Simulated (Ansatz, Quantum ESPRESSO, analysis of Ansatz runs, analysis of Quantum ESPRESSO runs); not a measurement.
**Interstitial H+ in rutile SnO2: local vibrational mode against experiment (Quantum ESPRESSO)**

Aim: the local vibrational mode of interstitial H+ in rutile SnO2, to be set beside the measurement. Set-up: PBE, SSSP 1.3 efficiency PBE, 24-site cell, PBE lattice, k: the single point 1/4 1/4 1/4, start relaxed with Ansatz. The model is a cell of 24 host atoms with 1 H put in. The frequencies come from force constants among the defect atom and its neighbours, with the masses of the isotopes named. Other potentials or another program check that the number doesn't hang on one set of files.

**The experiment.** O-H stretch, 1H: 3156.1 cm⁻¹ at 4.2 K, by polarized FTIR absorption (“Hydrogen impurities and shallow donors in SnO2 studied by infrared spectroscopy”, 2011, F. Bekisli et al.). O-D stretch, 2H: 2360.4 cm⁻¹ at 4.2 K, by polarized FTIR absorption (“Hydrogen impurities and shallow donors in SnO2 studied by infrared spectroscopy”, 2011, F. Bekisli et al.). The calculation is set beside it at the end.

Main program and level: Quantum ESPRESSO 7.5; Quantum ESPRESSO plane-wave DFT, PBE, SSSP 1.3 efficiency PBE potentials; relaxation of all atoms of a defect supercell.

**1. The starting structure**

The cell holds 25 atoms: 8 Sn, 16 O and 1 H. Cell: a = 6.829 Å, b = 6.829 Å, c = 6.485 Å, α = 90.0°, β = 90.0°, γ = 90.0°. It derives from SnO2 (space group P4_2/mnm). Nearest the centre at fractional (0.648, 0.307, 0.250): H25 at 0.37 Å, O8 at 0.69 Å, O11 at 2.27 Å, Sn2 at 2.38 Å, Sn14 at 2.38 Å, O18 at 2.40 Å, O6 at 2.41 Å, Sn4 at 2.49 Å. The cell carries charge +1.

The host's primitive cell comes from a first run (Quantum ESPRESSO plane-wave DFT, PBE, SSSP 1.3 efficiency PBE potentials; relaxation of cell and atoms of a defect-free cell): vectors of 4.829, 4.829 and 3.242 Å. That is 12.60 Å³ an atom, 5.7 % over the diffraction cell's volume. The supercell is built on it.

This program's steps are dear, so the start below was first relaxed with Ansatz (plane-wave PAW DFT, PBE; 9.2 s).

**2. Relaxation, charge +1**

Every later number rests on the structure around the defect, so the atoms are relaxed at the host's lattice first.

pw.in reads:

```
&CONTROL
  calculation = 'relax'
  prefix = 'pwscf'
  outdir = './tmp'
  pseudo_dir = './pseudo'
  tprnfor = .true.
  disk_io = 'low'
  nstep = 70
  forc_conv_thr = 0.00039
  etot_conv_thr = 0.0001
/
&SYSTEM
  ibrav = 0
  nat = 25
  ntyp = 3
  ecutwfc = 60
  ecutrho = 480
  nbnd = 108
  occupations = 'smearing'
  smearing = 'fd'
  degauss = 0.00073499
  tot_charge = 1
  nosym = .true.
/
&ELECTRONS
  conv_thr = 3d-08
  electron_maxstep = 100
  mixing_beta = 0.5
/
&IONS
  ion_dynamics = 'bfgs'
/
ATOMIC_SPECIES
Sn   118.7100 Sn_pbe_v1.uspp.F.UPF
O     15.9990 O.pbe-n-kjpaw_psl.0.1.UPF
H      1.0080 H.pbe-rrkjus_psl.1.0.0.UPF
CELL_PARAMETERS angstrom
   4.8289720479    4.8289720479    0.0000000000
  -4.8289720479    4.8289720479    0.0000000000
   0.0000000000    0.0000000000    6.4846770270
ATOMIC_POSITIONS crystal
Sn    -0.0084006294    0.0019486846   -0.0006835496
Sn     0.5031030285    0.5077377940   -0.0081207373
Sn     0.0071920900    0.5082230045    0.2501259594
Sn     0.4872519858   -0.0202157201    0.2502301967
O      0.3000622998    0.0160034156    0.0032875182
O      0.8083856977    0.5131728370    0.0011768465
O      0.0106775162    0.8118510769    0.2503939007
O      0.5471022864    0.2976362467    0.2503241593
O      0.1989995098    0.4848442753    0.0020471885
O      0.6842299610   -0.0124932184    0.0022792731
O     -0.0380105990    0.2001102651    0.2501760733
O      0.4849399852    0.6806937535    0.2501192737
Sn    -0.0083968823    0.0021207493    0.5011738882
Sn     0.5033428588    0.5075888840    0.5084880808
Sn     0.0022686205    0.5005739107    0.7501890096
Sn     0.4935617935    0.0066657242    0.7502118292
O      0.2999909328    0.0171148293    0.4972965307
O      0.8083291064    0.5122735014    0.4990343266
O      0.0078733313    0.8072317060    0.7500934127
O      0.5117743842    0.3108809534    0.7503916603
O      0.1990345954    0.4849609488    0.4982191200
O      0.6839776995   -0.0134406455    0.4980919891
O     -0.0157775766    0.1948391758    0.7502529590
O      0.4858905373    0.7007383045    0.7502012545
H      0.6928873022    0.2762767093    0.2500042508
K_POINTS crystal
1
0.25 0.25 0.25 1.0
```

The run is started by

```
$ OMP_NUM_THREADS=1 mpirun -n 4 pw.x -in pw.in > pw.out
```

The log of the run:

```text
This program is part of the open-source Quantum ESPRESSO suite
     for quantum simulation of materials; please cite
         "P. Giannozzi et al., J. Phys.:Condens. Matter 21 395502 (2009);
         "P. Giannozzi et al., J. Phys.:Condens. Matter 29 465901 (2017);
         "P. Giannozzi et al., J. Chem. Phys. 152 154105 (2020);
          URL
     in publications or presentations arising from this work. More details at

     file O.pbe-n-kjpaw_psl.0.1.UPF: wavefunction(s)  2P renormalized

     Subspace diagonalization in iterative solution of the eigenvalue problem:
     a serial algorithm will be used

     --------------------
     sticks:   dense  smooth     PW     G-vecs:    dense   smooth      PW
     Min        1587     793    211                90589    32025    4339
     Max        1588     794    212                90594    32028    4342
     Sum        6349    3173    845               362369   128105   17363

     Using Slab Decomposition

     bravais-lattice index     =            0
     lattice parameter (alat)  =      12.9053  a.u.
     unit-cell volume          =    2040.9122 (a.u.)^3
     number of atoms/cell      =           25
     number of atomic types    =            3
     number of electrons       =       208.00
     number of Kohn-Sham states=          108
     kinetic-energy cutoff     =      60.0000  Ry
     charge density cutoff     =     480.0000  Ry
     scf convergence threshold =      3.0E-08
     mixing beta               =       0.5000
     number of iterations used =            8  plain     mixing
     energy convergence thresh.=      1.0E-04
     force convergence thresh. =      3.9E-04
     Exchange-correlation= PBE
                           (   1   4   3   4   0   0   0)
     nstep                     =           70

     celldm(1)=  12.905313  celldm(2)=   0.000000  celldm(3)=   0.000000
     celldm(4)=   0.000000  celldm(5)=   0.000000  celldm(6)=   0.000000

     crystal axes: (cart. coord. in units of alat)
               a(1) = (   0.707107   0.707107   0.000000 )
               a(2) = (  -0.707107   0.707107   0.000000 )
               a(3) = (   0.000000   0.000000   0.949552 )

     reciprocal axes: (cart. coord. in units 2 pi/alat)
               b(1) = (  0.707107  0.707107 -0.000000 )
               b(2) = ( -0.707107  0.707107  0.000000 )
               b(3) = (  0.000000 -0.000000  1.053128 )

     PseudoPot. # 1 for Sn read from file:
     Sn_pbe_v1.uspp.F.UPF
     Pseudo is Ultrasoft + core correction, Zval = 14.0
     Generated by new atomic code, or converted to UPF format
     Using radial grid of  891 points,  6 beta functions with:
                l(1) =   0
                l(2) =   0
                l(3) =   1
                l(4) =   1
                l(5) =   2
                l(6) =   2
     Q(r) pseudized with  6 coefficients,  rinner =    1.200   1.200   1.200
                                                       1.200   1.200

     PseudoPot. # 2 for O  read from file:
     O.pbe-n-kjpaw_psl.0.1.UPF
     Pseudo is Projector augmented-wave + core cor, Zval =  6.0
     Generated using "atomic" code by A. Dal Corso  v.5.0.99 svn rev. 10869
     Shape of augmentation charge: BESSEL
     Using radial grid of 1095 points,  4 beta functions with:
                l(1) =   0
                l(2) =   0
                l(3) =   1
                l(4) =   1
     Q(r) pseudized with 0 coefficients

     PseudoPot. # 3 for H  read from file:
     H.pbe-rrkjus_psl.1.0.0.UPF
     Pseudo is Ultrasoft, Zval =  1.0
     Generated using "atomic" code by A. Dal Corso  v.5.1
     Using radial grid of  929 points,  2 beta functions with:
                l(1) =   0
                l(2) =   0
     Q(r) pseudized with 0 coefficients

     atomic species   valence    mass     pseudopotential
     Sn               14.00   118.71000     Sn( 1.00)
     O                 6.00    15.99900     O ( 1.00)
     H                 1.00     1.00800     H ( 1.00)

     No symmetry found

   Cartesian axes

     site n.     atom                  positions (alat units)
         1        Sn     tau(   1) = (  -0.0073181  -0.0045622  -0.0006491  )
         2        Sn     tau(   2) = (  -0.0032773   0.7147724  -0.0077111  )
         3        Sn     tau(   3) = (  -0.3542824   0.3644535   0.2375076  )
         4        Sn     tau(   4) = (   0.3588339   0.3302445   0.2376065  )
         5        O      tau(   5) = (   0.2008600   0.2234922   0.0031217  )
         6        O      tau(   6) = (   0.2087470   0.9344830   0.0011175  )
         7        O      tau(   7) = (  -0.5665153   0.5816155   0.2377620  )
         8        O      tau(   8) = (   0.1763991   0.5973203   0.2376958  )
         9        O      tau(   9) = (  -0.2021228   0.4835506   0.0019439  )
        10        O      tau(  10) = (   0.4926577   0.4749896   0.0021643  )
        11        O      tau(  11) = (  -0.1683769   0.1146218   0.2375551  )
        12        O      tau(  12) = (  -0.1384188   0.8242275   0.2375012  )
        13        Sn     tau(  13) = (  -0.0074371  -0.0044379   0.4758906  )
        14        Sn     tau(  14) = (  -0.0030024   0.7148367   0.4828358  )
        15        Sn     tau(  15) = (  -0.3523550   0.3555634   0.7123433  )
        16        Sn     tau(  16) = (   0.3442875   0.3537143   0.7123650  )
        17        O      tau(  17) = (   0.2000236   0.2242276   0.4722088  )
        18        O      tau(  18) = (   0.2093429   0.9338071   0.4738589  )
        19        O      tau(  19) = (  -0.5652317   0.5763663   0.7122526  )
        20        O      tau(  20) = (   0.1420531   0.5817052   0.7125358  )
        21        O      tau(  21) = (  -0.2021805   0.4836579   0.4730849  )
        22        O      tau(  22) = (   0.4931492   0.4741413   0.4729641  )
        23        O      tau(  23) = (  -0.1489285   0.1266157   0.7124040  )
        24        O      tau(  24) = (  -0.1519203   0.8390733   0.7123550  )
        25        H      tau(  25) = (   0.2945882   0.6853024   0.2373920  )

     number of k points=     1  Fermi-Dirac smearing, width (Ry)=  0.0007
                       cart. coord. in units 2pi/alat
        k(    1) = (   0.0000000   0.3535534   0.2632821), wk =   2.0000000

     Dense  grid:   362369 G-vectors     FFT dimensions: (  90,  90,  90)

     Smooth grid:   128105 G-vectors     FFT dimensions: (  64,  64,  64)

     Initial potential from superposition of free atoms

     starting charge     200.9996, renormalised to     208.0000
     Starting wfcs are  137 randomized atomic wfcs
     Checking if some PAW data can be deallocated...

[...]
atom    5 type  2   force =     0.00008136    0.00009339    0.00011112
     atom    6 type  2   force =    -0.00013520    0.00039533   -0.00007768
     atom    7 type  2   force =    -0.00003007    0.00004570    0.00003388
     atom    8 type  2   force =    -0.00016708   -0.00007501    0.00013978
     atom    9 type  2   force =    -0.00002661   -0.00003029    0.00009107
     atom   10 type  2   force =     0.00018710   -0.00036262   -0.00022074
     atom   11 type  2   force =     0.00010089   -0.00017249   -0.00004159
     atom   12 type  2   force =     0.00002683    0.00000086   -0.00004696
     atom   13 type  1   force =     0.00000223   -0.00004504   -0.00005153
     atom   14 type  1   force =    -0.00000837    0.00005719   -0.00025672
     atom   15 type  1   force =     0.00002412   -0.00000694   -0.00000630
     atom   16 type  1   force =    -0.00007652   -0.00001080   -0.00000736
[...]
Total force =     0.001109     Total SCF correction =     0.000022
     Energy error            =      3.0E-06 Ry
     Gradient error          =      4.0E-04 Ry/Bohr

     number of scf cycles    =   8
     number of bfgs steps    =   7

     energy             old  =   -1975.0752922948 Ry
     energy             new  =   -1975.0752953030 Ry

     CASE: energy            _new < energy            _old

     new trust radius        =       0.0016278129 bohr
     new conv_thr            =       0.0000000003 Ry

ATOMIC_POSITIONS (crystal)
Sn              -0.0085813126        0.0020541226       -0.0006954861
Sn               0.5032028057        0.5075109660       -0.0080102792
Sn               0.0073164231        0.5082952858        0.2501190890
Sn               0.4870185867       -0.0200364410        0.2502364455
O                0.2997967151        0.0167559931        0.0032391091
O                0.8084631634        0.5133054811        0.0011772252
O                0.0110444879        0.8119776422        0.2503915083
O                0.5481558762        0.2976096229        0.2502313145
O                0.1990496595        0.4841705702        0.0020292387
O                0.6841218264       -0.0125148915        0.0023605660
O               -0.0388321722        0.2002829383        0.2502141693
O                0.4841743168        0.6806726582        0.2501272673
Sn              -0.0085496212        0.0022618337        0.5012036573
Sn               0.5034357502        0.5073396355        0.5083397638
Sn               0.0023961029        0.5005479906        0.7501857213
Sn               0.4933589640        0.0066003601        0.7502222770
[...]
NEW-OLD atomic charge density approx. for the potential

     Self-consistent Calculation

     iteration #  1     ecut=    60.00 Ry     beta= 0.50
     Davidson diagonalization with overlap
     ethr =  1.00E-06,  avg # of iterations =  2.0

     Threshold (ethr) on eigenvalues was too large:
     Diagonalizing with lowered threshold

     Davidson diagonalization with overlap
     ethr =  3.32E-10,  avg # of iterations =  5.0

     total energy              =   -1975.07529670 Ry
     estimated scf accuracy    <       0.00000109 Ry

     iteration #  2     ecut=    60.00 Ry     beta= 0.50
     Davidson diagonalization with overlap
     ethr =  5.22E-10,  avg # of iterations =  2.0

     total energy              =   -1975.07529677 Ry
     estimated scf accuracy    <       0.00000017 Ry

     iteration #  3     ecut=    60.00 Ry     beta= 0.50
     Davidson diagonalization with overlap
     ethr =  8.14E-11,  avg # of iterations =  2.0

     total energy              =   -1975.07529678 Ry
     estimated scf accuracy    <       0.00000004 Ry

     iteration #  4     ecut=    60.00 Ry     beta= 0.50
     Davidson diagonalization with overlap
     ethr =  1.98E-11,  avg # of iterations =  2.0

     total energy              =   -1975.07529679 Ry
     estimated scf accuracy    <          3.6E-09 Ry

     iteration #  5     ecut=    60.00 Ry     beta= 0.50
     Davidson diagonalization with overlap
     ethr =  1.71E-12,  avg # of iterations =  2.0

     total energy              =   -1975.07529679 Ry
     estimated scf accuracy    <          4.1E-10 Ry

     iteration #  6     ecut=    60.00 Ry     beta= 0.50
     Davidson diagonalization with overlap
     ethr =  1.98E-13,  avg # of iterations =  4.0

     End of self-consistent calculation

          k = 0.0000 0.3536 0.2633 ( 16005 PWs)   bands (ev):

   -12.2876 -12.1552 -11.9567 -11.9224 -11.8754 -11.8364 -11.7689 -11.6529
   -11.5930 -11.5203 -11.4911 -11.4560 -11.3957 -11.3669 -11.3521 -11.3389
   -11.3320 -11.3154 -11.3026 -11.2859 -11.2796 -11.2618 -11.2533 -11.2418
   -11.2187 -11.1556 -11.1104 -11.0951 -11.0808 -11.0793 -11.0659 -11.0541
   -11.0448 -11.0398 -11.0143 -11.0116 -10.9959 -10.9909 -10.9728 -10.9553
   -10.4346  -9.3298  -8.8486  -8.7204  -8.4477  -8.2980  -8.2406  -7.9616
    -7.8453  -7.4940  -7.3730  -7.1678  -6.8611  -6.7881  -6.7486  -6.6792
     1.1555   1.4169   1.7176   1.7917   2.1572   2.6538   2.7140   2.8661
     3.9062   4.1564   4.2614   4.3610   4.5157   4.5584   4.9302   5.0188
     5.0421   5.1333   5.1915   5.3125   5.5097   5.7282   6.0857   6.2391
     6.4157   6.6209   6.7438   6.7821   6.9177   7.0075   7.1415   7.2375
     7.2616   7.3637   7.4028   7.5207   7.6230   7.6602   7.7332   7.7874
     7.8514   7.9617   8.1025   8.1165   8.1441   8.1983   8.2649   8.4398
    11.3626  12.9673  13.0952  13.4855

     the Fermi energy is    10.3389 ev

!    total energy              =   -1975.07529679 Ry
     estimated scf accuracy    <          5.9E-11 Ry
     smearing contrib. (-TS)   =       0.00000000 Ry
     internal energy E=F+TS    =   -1975.07529679 Ry

     The total energy is F=E-TS. E is the sum of the following terms:
     one-electron contribution =    -540.22066115 Ry
     hartree contribution      =     431.07428371 Ry
     xc contribution           =    -501.49055536 Ry
     ewald contribution        =   -1212.18581242 Ry
     one-center paw contrib.   =    -152.25255157 Ry

     convergence has been achieved in   6 iterations

     Forces acting on atoms (cartesian axes, Ry/au):

[...]
atom   18 type  2   force =    -0.00016783    0.00033381    0.00004436
     atom   19 type  2   force =    -0.00000902    0.00010290    0.00003578
     atom   20 type  2   force =     0.00002802    0.00003851    0.00003553
     atom   21 type  2   force =    -0.00002383   -0.00000459   -0.00009132
     atom   22 type  2   force =     0.00024699   -0.00028041    0.00005758
     atom   23 type  2   force =    -0.00010208   -0.00011397   -0.00002947
     atom   24 type  2   force =    -0.00005262    0.00007566   -0.00001944
     atom   25 type  3   force =    -0.00003429   -0.00014744   -0.00004498

     Total force =     0.000921     Total SCF correction =     0.000022
     Energy error            =      1.5E-06 Ry
     Gradient error          =      3.5E-04 Ry/Bohr

     bfgs converged in   9 scf cycles and   8 bfgs steps
     (criteria: energy <  1.0E-04 Ry, force <  3.9E-04 Ry/Bohr)

     End of BFGS Geometry Optimization

     Final energy             =   -1975.0752967886 Ry

     File ./tmp/pwscf.bfgs deleted, as requested
Begin final coordinates

ATOMIC_POSITIONS (crystal)
[...]
O                0.8084046865        0.5123670225        0.4989754692
O                0.0080051587        0.8071727908        0.7500686648
O                0.5123126035        0.3106953235        0.7503474179
O                0.1990851851        0.4843176924        0.4982730041
O                0.6838935276       -0.0134714252        0.4980821547
O               -0.0161037052        0.1948988594        0.7502946500
O                0.4852117729        0.7008014801        0.7502022645
H                0.6941628842        0.2758209115        0.2500825234
End final coordinates

=------------------------------------------------------------------------------=
   JOB DONE.
=------------------------------------------------------------------------------=
```

Wall time 2.2 min (4 MPI ranks of Arm Neoverse V2, shared host); peak memory 1.5 GiB.

Step by step:

| step | energy less that of the first step (eV) |
| --- | --- |
| 0 | 0.0000 |
| 1 | -0.0001 |
| 2 | -0.0001 |
| 3 | -0.0002 |
| 4 | -0.0002 |
| 5 | -0.0003 |
| 6 | -0.0003 |
| 7 | -0.0003 |
| 8 | -0.0004 |

Final coordinates:

```
CELL_PARAMETERS angstrom
4.82897 4.82897 0.00000
-4.82897 4.82897 0.00000
0.00000 0.00000 6.48468
ATOMIC_POSITIONS crystal
Sn 0.99142 0.00205 0.99930
Sn 0.50320 0.50751 0.99199
Sn 0.00732 0.50830 0.25012
Sn 0.48702 0.97996 0.25024
O 0.29980 0.01676 0.00324
O 0.80846 0.51331 0.00118
O 0.01104 0.81198 0.25039
O 0.54816 0.29761 0.25023
O 0.19905 0.48417 0.00203
O 0.68412 0.98749 0.00236
O 0.96117 0.20028 0.25021
O 0.48417 0.68067 0.25013
Sn 0.99145 0.00226 0.50120
Sn 0.50344 0.50734 0.50834
Sn 0.00240 0.50055 0.75019
Sn 0.49336 0.00660 0.75022
O 0.29975 0.01790 0.49731
O 0.80840 0.51237 0.49898
O 0.00801 0.80717 0.75007
O 0.51231 0.31070 0.75035
O 0.19909 0.48432 0.49827
O 0.68389 0.98653 0.49808
O 0.98390 0.19490 0.75029
O 0.48521 0.70080 0.75020
H 0.69416 0.27582 0.25008
```

Neighbours of H25 at the end:

```csv
atom,distance (Å)
O8,1.008
O11,1.895
O18,2.413
O6,2.418
Sn4,2.466
O10,2.542
O22,2.548
Sn14,2.646
Sn2,2.647
Sn3,2.663
```

From the first step to the last the energy fell by 0.000 eV, and the largest move was 0.009 Å (H25).

(Part 1 of 2 ends here.)

[Logs are printed without paths, hosts, clocks, repeated set-up lines and the standing remarks that a program may print on its own settings, such as how far it seeks lower states.]

[Hosts, paths, dates, database ids (printed as entryN), source tags and the programs' standing remarks are cut or masked in the printed files.]

[For some hosts the program warned that the k-mesh of the response run may be too coarse for force constants and the static dielectric constant; such warnings are not shown here.]
